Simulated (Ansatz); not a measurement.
# Optical response of PbO (Litharge), part 2 of 2

What colour and refractive index does PbO (Litharge) have at this level of theory? The cell comes from an older database entry, whose edges can differ from later determinations, mostly by under a per cent.

Ansatz 0.2.0; DFT, PBE, plane-wave PAW, default files, scalar-relativistic, independent-particle optical response without local fields.

So far, electronic dielectric constant ε∞, mean over x, y and z (by symmetry where fewer were run): step 3 (spectrum) 7.17.

The database entry behind the starting cell differs from later determinations by our own check (an axis about 0.4 % long against later determinations), so it need not match the best structure at ambient conditions.

### 4. Static response with local fields

A static field by perturbation theory: the induced potential is included, and the Born charges come with it.

This step: DFT, PBE, plane-wave PAW, default files, scalar-relativistic, static field response by perturbation theory with local fields (Ansatz 0.2.0).

input.yaml reads:

```yaml
crystal:
  lattice:
    - [3.99, 0.0, 0.0]
    - [0.0, 3.99, 0.0]
    - [0.0, 0.0, 5.01]
  atoms:
    - { symbol: Pb, position: [0.5, 0.0, 0.76] }
    - { symbol: Pb, position: [0.0, 0.5, 0.24] }
    - { symbol: O, position: [0.5, 0.5, 0.0] }
    - { symbol: O, position: [0.0, 0.0, 0.0] }
kpoints:
  mp_grid: { grid: [6, 6, 5] }
scf:
  occupations: { method: fixed }
hamiltonian:
  xc: pbe
  pseudopotentials: { kind: paw }
dielectric: {}
```

The run is started by

```sh
$ ansatz run input.yaml --threads 4 --pin off --max-ram 8192MiB --backend cpu --events-out ev --progress --plain --runs-dir out
```

Numbers of over 12 decimals in the logs are rounded to 6 here.

Log:

```text
[...]
Crystal: 4 atoms, lattice volume = 79.760 Å³
Basis set: ecut = 420 eV, 1569 PW (Γ), exchange–correlation on 60×60×72 points (8 copies of the dense FFT grid, shifted against one another)
Bands: 24, of which v1, the nominal top of the filled ones, is band 20 counted from 1 (19 counted from 0)
Symmetry: 16 space group operations
k-points: 64 of 180 (irreducible under 2 space group operations, time reversal used)
[...]
SCF iter   1: F=—  HF=-24947.068900 eV  |F-HF|=—  |Δ(HF+E_count)|=         —  Δρ=1.53e-3  dr2=1.47e-3  ethr=1.77e-3  ⟨swp⟩=5.0  Hψ=5809  notcnv=0  defer=122
[...]
SCF iter   9: F=-24947.070450 eV  HF=-24947.070450 eV  |F-HF|=1.46e-11  |Δ(HF+E_count)|=  3.64e-10  Δρ=8.84e-8  dr2=7.40e-12  ethr=1.00e-12  ⟨swp⟩=5.5  Hψ=5497  notcnv=0
SCF 1 converged in 9 iterations: F = -24947.070450 eV  dr2 = 7.40e-12
[...]
DFPT response loops at Γ: preconditioner auto → Resta (q_TF=auto, 2.432 Å⁻¹)  ε∞=7.2 (no band partly filled); β = 1.00, the filter's whole step (`scf.mixing.beta` (0.50) is not read by the response loops at its default; to damp them type it under 1.00, their step now; it binds the ground state too); Broyden in place of MSR1
── the response to a field inside a basis, on 6×6×6 k-points: an SCF that follows is theirs, and a resumed run solves both again ──
Bands: 21, of which v1, the nominal top of the filled ones, is band 20 counted from 1 (19 counted from 0)
k-points: 18 of 216
[...]
Eigensolver: Dense (18 Hₖ)
SCF iter   1: F=—  HF=-24947.061330 eV  |F-HF|=—  |Δ(HF+E_count)|=         —  Δρ=3.22e-4  dr2=1.64e-5  ethr=1.00e-1
[...]
SCF iter   4: F=-24947.061335 eV  HF=-24947.061335 eV  |F-HF|=7.99e-9  |Δ(HF+E_count)|=   4.15e-7  Δρ=3.58e-6  dr2=5.89e-9  ethr=2.13e-9
SCF 1 converged in 4 iterations: F = -24947.061335 eV  dr2 = 5.89e-9
[...]
SCF converged after 9 iterations
Free energy (F): -24947.070450 eV
[...]
Internal energy: -24947.070450 eV  (E = F + TS)
E sigma→0 (E₀):  -24947.070450 eV
Fermi energy:    8.472498 eV
[...]
--- Band table (eV; the first three rows and the last of 64) ---
  k-point 0: bands = [... 16 lower, 6.8218, 6.9046, 6.9046, 8.4725, 10.9005, 14.0130, 14.0130, 14.0871]
  k-point 1: bands = [... 16 lower, 6.8071, 6.8960, 6.8960, 8.2519, 10.6554, 13.2003, 13.2003, 13.7114]
  k-point 2: bands = [... 16 lower, 6.7844, 6.8790, 6.8790, 7.6704, 10.5274, 12.5072, 12.5072, 12.8540]
  k-point 63: bands = [... 16 lower, 6.2681, 6.2681, 7.5110, 7.5110, 11.4589, 11.4589, 13.7142, 13.7142]
--- Dielectric response (ions clamped): 3 representative field directions + reference, inside a basis on a mesh of 216 k-points (Σ response iterations 18) ---
  ε∞ (high-frequency dielectric tensor):
        6.865356     0.000000     0.000000
        0.000000     6.865356     0.000000
        0.000000     0.000000     6.265634
  Born effective charges Z* (e; rows j = field, columns β = displacement):
    site 0:
         3.15479   -0.00000   -0.00000
         0.00000    3.15479   -0.00000
         0.00000    0.00000    2.32848
    site 1:
         3.15479   -0.00000    0.00000
         0.00000    3.15479   -0.00000
         0.00000   -0.00000    2.32848
    site 2:
        -3.15479    0.00000   -0.00000
        -0.00000   -3.15479    0.00000
         0.00000   -0.00000   -2.32848
    site 3:
        -3.15479    0.00000    0.00000
        -0.00000   -3.15479    0.00000
        -0.00000   -0.00000   -2.32848
  Z* charge neutrality: 3.927e-3 e pre-enforcement
  solved inside a basis spanned on kpoints, on 6×6×6 k-points, its susceptibility summed on 12×12×10: ε∞ is read to err by 2.1e-2, Z* by 1.8e-2 e (field_mesh: kpoints solves on kpoints); Z* is corrected for what the basis lacks
```

Run time: 25 s. Hardware: 4 threads of Arm Neoverse V2, shared host; peak memory 0.73 GiB; 93 s of CPU time.

Numbers from this step:

- electronic dielectric constant ε∞, mean over x, y and z (by symmetry where fewer were run): 6.665

ε∞ with local fields:

```
6.87 0.00 0.00
0.00 6.87 0.00
0.00 0.00 6.27
```

Diagonal elements. Born, by row:

| atom | Z*xx (e) | Z*yy (e) | Z*zz (e) |
| --- | --- | --- | --- |
| Pb1 | 3.155 | 3.155 | 2.328 |
| Pb2 | 3.155 | 3.155 | 2.328 |
| O3 | -3.155 | -3.155 | -2.328 |
| O4 | -3.155 | -3.155 | -2.328 |

Mean Born charges are Pb +2.88 and O -2.88, against formal valences of +2 and -2. That of Pb exceeds its valence by 44 %, the mark of charge moving along hybridised bonds as the atoms shift.

### 5. Summary of results

```
gap on the path                                                                                                                                     : 1.14 eV
least direct gap on the path                                                                                                                        : 2.11 eV
electronic dielectric constant ε∞, mean over x, y and z (by symmetry where fewer were run) (independent particles)                                  : 7.17
absorption onset, first axis (α over 10⁴ cm⁻¹, or the direct gap if that lies higher)                                                               : 2.14 eV
main peak of Im epsilon, first axis                                                                                                                 : 3.76 eV
photocurrent from vertical transitions in a film 500 nm thick on a perfect mirror (two passes), AM1.5G, no front reflection, all carriers collected : 11.3 mA/cm²
electronic dielectric constant ε∞, mean over x, y and z (by symmetry where fewer were run) (static response with local fields)                      : 6.67
```

**Reading.** At this level (PBE, independent particles) PbO has a mean ε∞ = 7.17 (6.67 with local fields) and n = 2.76 at 1550 nm (E ∥ x); absorption sets in near 2.1 eV, and Im ε peaks at 3.8 eV (E ∥ x). The gap is indirect (1.14 eV), so absorption without phonons can begin only at the direct gap of 2.11 eV. The absorption coefficient passes 10⁴ cm⁻¹ at 2.14 eV, inside the visible range. Distinct maxima of Im ε, read by a parabola through the highest points, lie at 3.76 eV (16), 6.60 eV (6.7), 8.75 eV (3.4) and 10.16 eV (3.4) for E ∥ x or y. The static values by axis are 7.39 (xy), 6.74 (z). The f-sum over the summed bands holds 32.8 of the cell's 40 electrons outside the frozen cores, 24 of which lie in bands more than 12 eV below the Fermi level, whose transitions come at higher energies. Up to 20 eV the strength has a mean oscillator energy of 6.4 eV, well above the main peak, so higher transitions carry much of it. Through 1 µm of it, D65 light comes out orange (x = 0.557, y = 0.433; 25 % transmitted). A larger true gap would move the edge to shorter wavelengths and change the colour. At 1064 nm the birefringence n(z) − n(x) is -0.133: the crystal is uniaxial negative at this level. In the base spectrum excitons and phonon-assisted transitions are missing, and so are local fields; PBE gaps are as a rule too small, which pulls the onset down and ε∞ up, while the missing spin-orbit coupling works the other way with such heavy atoms. In the base run ε includes the program's bounded estimate of what the bands above those summed add. Spin-orbit coupling is left out although heavy atoms are present.

[Logs are printed without paths, hosts, clocks, repeated set-up lines and the standing remarks that a program may print on its own settings, such as how far it seeks lower states.]

[Hosts, paths, dates, database ids (printed as entryN), source tags and the programs' standing remarks are cut or masked in the printed files.]
